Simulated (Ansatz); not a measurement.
# La on Cu(111): change of the work function

Wanted: Δφ(θ) for La/Cu(111), starting from the fcc site.

Main program and level: Ansatz 0.2.0; plane-wave DFT, PBE, Ansatz PAW.

## 1. Set-up

The cell holds 4 atoms: 4 Cu. Cell: a = 2.553 Å, b = 2.553 Å, c = 24.253 Å, α = 90.0°, β = 90.0°, γ = 60.0°. Vacuum lies along c.

## 2. The clean slab

The bare slab comes first, as the zero from which every change is counted. The two lowest layers are held at bulk places and the upper ones relax. The dipole correction removes the false field that a one-sided slab makes across the periodic vacuum, so each face gets a flat vacuum level of its own.

input.yaml

```yaml
crystal:
  lattice:
    - [2.5526554801, 0.0, 0.0]
    - [1.27632774, 2.2106644929, 0.0]
    - [0.0, 0.0, 24.2527034153]
  atoms:
    - { symbol: Cu, position: [0.0, 0.0, 0.3710926508] }
    - { symbol: Cu, position: [0.3333333333, 0.3333333333, 0.4570308836] }
    - { symbol: Cu, position: [0.6666666667, 0.6666666667, 0.5429691164] }
    - { symbol: Cu, position: [0.0, 0.0, 0.6289073492] }
kpoints:
  mp_grid: { grid: [12, 12, 1] }
hamiltonian:
  xc: pbe
scf:
  occupations: { method: fermi_dirac, width: 0.1 }
  convergence: { dr2_threshold: 1.0e-08 }
efield:
  axis: 3
  dipole_correction: true
  ramp_position: 0.97
  ramp_width: 0.06
relax:
  f_tol: 0.02
  max_steps: 60
  constraints: [{ sites: [0, 1] }]
output:
  write_potential: true
  write_density: true
  volumetric_format: npy
```

The run is started by

```sh
> ansatz run input.yaml --threads 4 --pin off --max-ram 16384MiB --backend cpu --events-out ev --progress --plain --runs-dir out
```

Numbers of over 12 decimals in the logs are rounded to 6 here.

Log:

```text
Engine: ansatz 0.2.0, aarch64-unknown-linux-gnu
Pseudopotentials: kind: paw
Pseudopotential: Cu, paw, valence charge 19, recommended cutoff 420 eV (normal), Cu.paw.azcp
Functional definition: PBE
  parameter kappa = 0.804
  parameter beta = 0.066725
  exchange = pbe_x(kappa = kappa, mu = beta*pi^2/3)
  correlation = pbe_c(beta = beta)
Crystal: 4 atoms, lattice volume = 136.860 Å³
Basis set: ecut = 420 eV, 2739 PW (Γ), exchange–correlation on 36×36×360 points (8 copies of the dense FFT grid, shifted against one another)
Bands: 46, of which v1, the nominal top of the filled ones, is band 38 counted from 1 (37 counted from 0)
Symmetry: 6 space group operations
k-points: 19 of 144 (time reversal used)
Non-local potential: Cu, projectors of the file, l = 0: 3, l = 1: 2, l = 2: 3, l = 3: 1
PAW form: soft (Blöchl's): semilocal exchange-correlation on the pseudo side does not see the compensation charge
PAW one-centre angular grid: Cu, 590 points (default); XC on 64 Gauss nodes
Initial density: superposition of atomic densities (neutral atoms: chi_scale 0, normalization atom), corrected by the library's trained network
Initial wavefunctions: pseudopotential atomic-orbital guess
Functional: x = pbe(κ = 0.804, μ = 0.219515), c = pbe(β = 0.066725)
SCF iter   1: F=—  HF=-26499.782585 eV  |F-HF|=—  |Δ(HF+E_count)|=         —  Δρ=1.47e-3  dr2=6.66e-3  ethr=1.77e-3  p=0.000 e·Å  D=5.28e-14 V/Å  ΔV_dip=-0.00 eV  dr2_dipole=2.85e-8  V_vac-E_F(+/−)=4.73/4.73 eV  ⟨swp⟩=8.5  Hψ=3842  notcnv=0  defer=14
efield: sawtooth ramp at fractional position 0.9700 (set: `efield.ramp_position`, or a place that a band, a saddle search or an elastic batch's reference lends), width 0.0600; the density the first Hamiltonian is built on has a dipole p = 0.000 e·Å; the dipole correction subtracts the counter field D = 5.28e-14 V/Å, which shifts the + side's vacuum level by -0.00 eV against the − side's; the planar-averaged density in the ramp window peaks in size at 4.1e-5 e/Å³
preconditioner: auto → LDOS  [insulator: Δε(μ)=0.354 eV  Ē_g=8.430 eV  σ=0.100 eV  W_gap=0.62  n_scr=18 (ndim 8)  ℏωp=21.1 eV  f_vac=0.614  D(μ)=1.13/eV (n_scr^D=8)  ε∞_Penn≈7.2  β→1.0]
SCF iter   2: F=—  HF=-26499.789730 eV  |F-HF|=—  |Δ(HF+E_count)|=   7.15e-3  Δρ=2.64e-3  dr2=1.12e-2  ethr=8.77e-6  p=0.000 e·Å  D=7.48e-6 V/Å  ΔV_dip=-0.00 eV  dr2_dipole=6.78e-8  V_vac-E_F(+/−)=4.82/4.82 eV  ⟨swp⟩=2.9  Hψ=2151  notcnv=0  defer=27
SCF iter   3: F=—  HF=-26499.788157 eV  |F-HF|=—  |Δ(HF+E_count)|=   1.57e-3  Δρ=2.15e-3  dr2=3.58e-3  ethr=8.77e-6  p=-0.000 e·Å  D=-6.60e-6 V/Å  ΔV_dip=0.00 eV  dr2_dipole=3.87e-9  V_vac-E_F(+/−)=4.78/4.78 eV  ⟨swp⟩=2.0  Hψ=1532  notcnv=0  defer=27
SCF iter   4: F=—  HF=-26499.787332 eV  |F-HF|=—  |Δ(HF+E_count)|=   8.24e-4  Δρ=2.43e-4  dr2=1.31e-4  ethr=4.72e-6  p=-0.000 e·Å  D=-1.36e-6 V/Å  ΔV_dip=0.00 eV  dr2_dipole=1.44e-9  V_vac-E_F(+/−)=4.77/4.77 eV  ⟨swp⟩=2.0  Hψ=1282  notcnv=0  defer=27
SCF iter   5: F=—  HF=-26499.787315 eV  |F-HF|=—  |Δ(HF+E_count)|=   1.71e-5  Δρ=1.75e-4  dr2=3.18e-5  ethr=1.73e-7  p=-0.000 e·Å  D=-7.63e-8 V/Å  ΔV_dip=0.00 eV  dr2_dipole=4.91e-13  V_vac-E_F(+/−)=4.78/4.78 eV  ⟨swp⟩=2.1  Hψ=1339  notcnv=0  defer=27
SCF iter   6: F=—  HF=-26499.787332 eV  |F-HF|=—  |Δ(HF+E_count)|=   1.71e-5  Δρ=1.60e-4  dr2=2.49e-5  ethr=4.18e-8  p=0.000 e·Å  D=1.03e-7 V/Å  ΔV_dip=-0.00 eV  dr2_dipole=2.58e-12  V_vac-E_F(+/−)=4.78/4.78 eV  ⟨swp⟩=2.3  Hψ=1426  notcnv=0  defer=27
SCF iter   7: F=—  HF=-26499.787333 eV  |F-HF|=—  |Δ(HF+E_count)|=   5.61e-7  Δρ=5.82e-5  dr2=3.29e-6  ethr=3.27e-8  p=0.000 e·Å  D=6.31e-8 V/Å  ΔV_dip=-0.00 eV  dr2_dipole=1.99e-12  V_vac-E_F(+/−)=4.78/4.78 eV  ⟨swp⟩=2.3  Hψ=1131  notcnv=0  defer=27
SCF iter   8: F=—  HF=-26499.787328 eV  |F-HF|=—  |Δ(HF+E_count)|=   4.62e-6  Δρ=1.25e-5  dr2=1.97e-7  ethr=4.33e-9  p=-0.000 e·Å  D=-1.65e-8 V/Å  ΔV_dip=0.00 eV  dr2_dipole=1.97e-13  V_vac-E_F(+/−)=4.78/4.78 eV  ⟨swp⟩=2.1  Hψ=1227  notcnv=0  defer=27
SCF iter   9: F=-26499.787329 eV  HF=-26499.787329 eV  |F-HF|=4.40e-9  |Δ(HF+E_count)|=   1.91e-7  Δρ=2.14e-6  dr2=4.91e-9  ethr=1.32e-11  p=0.000 e·Å  D=1.41e-7 V/Å  ΔV_dip=-0.00 eV  dr2_dipole=3.27e-12  V_vac-E_F(+/−)=4.79/4.79 eV  ⟨swp⟩=8.3  Hψ=6785  notcnv=0
SCF 1 converged in 9 iterations: F = -26499.787329 eV  dr2 = 4.91e-9
  greatest PAW one-centre occupation: 1.000 electrons in one spin orbital (limit 2), on the Cu atom at site 3 (counted from 0), in its partial waves of l = 0
relax step   1: F+E_penalty+E_count = -26499.78732861 eV  Δ(F+E_penalty+E_count) = +0.000e0 eV  max|allowed force component| = 1.263e-2 eV/Å  Δτ_max = 0.0000 Å  (9 SCF iters, accepted)
NSCF: frozen V_eff on 19 k-points
the band table was solved once a step of the walk had ended and its energy, with any forces and stress, was formed, with the checks that follow a solve (4566 applications of the Hamiltonian). They found nothing against the state; the energy, forces and stress were not computed again (output.eigenvalues in the input reference)
WARN: The input density's exchange-correlation potential varies sharply where the density is thin. Do not read a vacuum level from v_tot or v_xc, or from such a field of the output density. On a cell that repeats whose density bears no net charge and no dipole along the vacuum's axis use v_es (v_loc + v_h of the components); under efield.dipole_correction with no amplitude use v_es + v_field, which holds any external [...]
SCF converged after 9 iterations
Free energy (F): -26499.787329 eV
Harris-Foulkes:  -26499.787329 eV  (|F-HF|=4.40e-9)
Internal energy: -26499.748950 eV  (E = F + TS)
E sigma→0 (E₀):  -26499.768139 eV
Entropy (-TS):   -0.038378 eV (-9.595 meV/atom)
Fermi energy:    2.702448 eV
Dipole field:    D = -0.000003 V/Å  (p = -0.000002 e·Å, saw-weighted, corrected)
Work function:   Φ+ = 4.7859 eV   Φ− = 4.7858 eV
Levels:          The Fermi level and band energies are counted from a zero that moves with the ramp; work functions are not
--- Per-component energies (eV) ---
  E_band       = -2495.104472
  E_kinetic    = 1198.592197
  E_local      = -181627.940557  (includes V_loc(G=0)·N_el)
  E_nonlocal   = 1563.718188
  E_hartree    = 89322.477451
  E_xc         = -355.976174
  E_vxc        = -459.154348  (∫ρ·V_xc dr)
  E_paw        = -6655.772125  (= ΣΔE_a)
  E_vpaw       = -1815.295425  (= ΣTr[D̂ρ^β])
  E_aug_tail   = 0.001085  (compensation charges beyond the density's cutoff)
  E_efield     = 0.000000  (sawtooth field / dipole correction)
  E_vefield    = 0.000000  (∫n·V_field dr)
  E_ewald      = 70055.150985
  E_smearing   = -0.038378  (= −TS)
  E_closure    = -0.000000  (closes the sum)
  Σ components = -26499.787329   (vs F -26499.787329, Δ=0.00e0)
--- Forces (eV/Å), atoms counted from 1 ---
  atom   1  Cu     0.00000000     0.00000000     0.01262860
  atom   2  Cu     0.00000000     0.00000000     0.00864278
  atom   3  Cu    -0.00000000     0.00000000    -0.00864300
  atom   4  Cu    -0.00000000    -0.00000000    -0.01263042
  max |Σ_I F_I| component: 2.04e-6 eV/Å
--- Band table (eV; the first three rows and the last of 19) ---
  k-point 0: bands = [... 34 lower, 0.7015, 0.9883, 0.9883, 1.1278, 1.1278, 1.4792, 2.4508, 6.9317, ... 4 higher]
  k-point 1: bands = [... 34 lower, 0.7069, 0.7722, 0.9591, 0.9858, 1.1309, 1.9111, 3.0010, 7.1104, ... 4 higher]
  k-point 2: bands = [... 34 lower, 0.6428, 0.7099, 0.9780, 1.1384, 1.2113, 2.6414, 4.1277, 7.6456, ... 4 higher]
  k-point 18: bands = [... 34 lower, 1.0442, 1.0505, 6.1270, 6.3749, 6.3749, 7.1516, 7.1516, 7.9011, ... 4 higher]
--- Relaxed structure (1 steps of the walk, 1 accepted, 0 SCFs on fresh bases) ---
  F+E_penalty+E_count = -26499.78732861 eV   max|allowed force component| = 1.263e-2 eV/Å
  atoms:
    - { symbol: Cu, position: [0.0, 0.0, 0.3710926508] }
    - { symbol: Cu, position: [0.333333, 0.333333, 0.4570308836] }
    - { symbol: Cu, position: [0.666667, 0.666667, 0.5429691164] }
    - { symbol: Cu, position: [0.0, 0.0, 0.6289073492] }
```

It took 4.4 s on 4 threads of Arm Neoverse V1, shared host; peak memory 0.47 GiB; 17 s of CPU time.

No atom moved by 0.005 Å in the relaxation.

Numbers from this step:

```yaml
energy_at_zero_smearing: -26499.7681 eV
work_function_upper_face: 4.786 eV
dipole_along_the_normal: -2.12e-6 e·Å
```

Running mean over 2.084 Å of the planar mean; the ramp of the sawtooth is left out. Table of electron's electrostatic potential energy less the Fermi level by z:

| z (Å) | electron's electrostatic potential energy less the Fermi level (eV) |
| --- | --- |
| 3.0 | 4.79 |
| 3.5 | 4.79 |
| 4.0 | 4.79 |
| 4.5 | 4.78 |
| 5.0 | 4.78 |
| 5.5 | 4.77 |
| 6.0 | 4.73 |
| 6.5 | 4.60 |
| 7.0 | 4.11 |
| 7.5 | 2.00 |
| 8.0 | -2.75 |
| 8.5 | -7.12 |
| 9.0 | -8.54 |
| 9.5 | -8.74 |
| 10.0 | -8.78 |
| 10.5 | -8.81 |
| 11.0 | -8.83 |
| 11.5 | -8.82 |
| 12.0 | -8.81 |
| 12.5 | -8.81 |
| 13.0 | -8.82 |
| 13.5 | -8.82 |
| 14.0 | -8.79 |
| 14.5 | -8.76 |
| 15.0 | -8.69 |
| 15.5 | -8.16 |
| 16.0 | -5.25 |
| 16.5 | -0.203 |
| 17.0 | 3.41 |
| 17.5 | 4.43 |
| 18.0 | 4.68 |
| 18.5 | 4.76 |
| 19.0 | 4.78 |
| 19.5 | 4.78 |
| 20.0 | 4.79 |
| 20.5 | 4.79 |
| 21.0 | 4.79 |

The work function of the upper face is 4.79 eV.

[end of part 1 of 3]

[Logs are printed without paths, hosts, clocks, repeated set-up lines and the standing remarks that a program may print on its own settings, such as how far it seeks lower states.]

[Hosts, paths, dates, database ids (printed as entryN), source tags and the programs' standing remarks are cut or masked in the printed files.]

[Maps of the electrostatic potential energy from Ansatz leave out the sawtooth potential of an applied field or a dipole correction, so their vacuum need not be flat; planar profiles and work functions include it.]
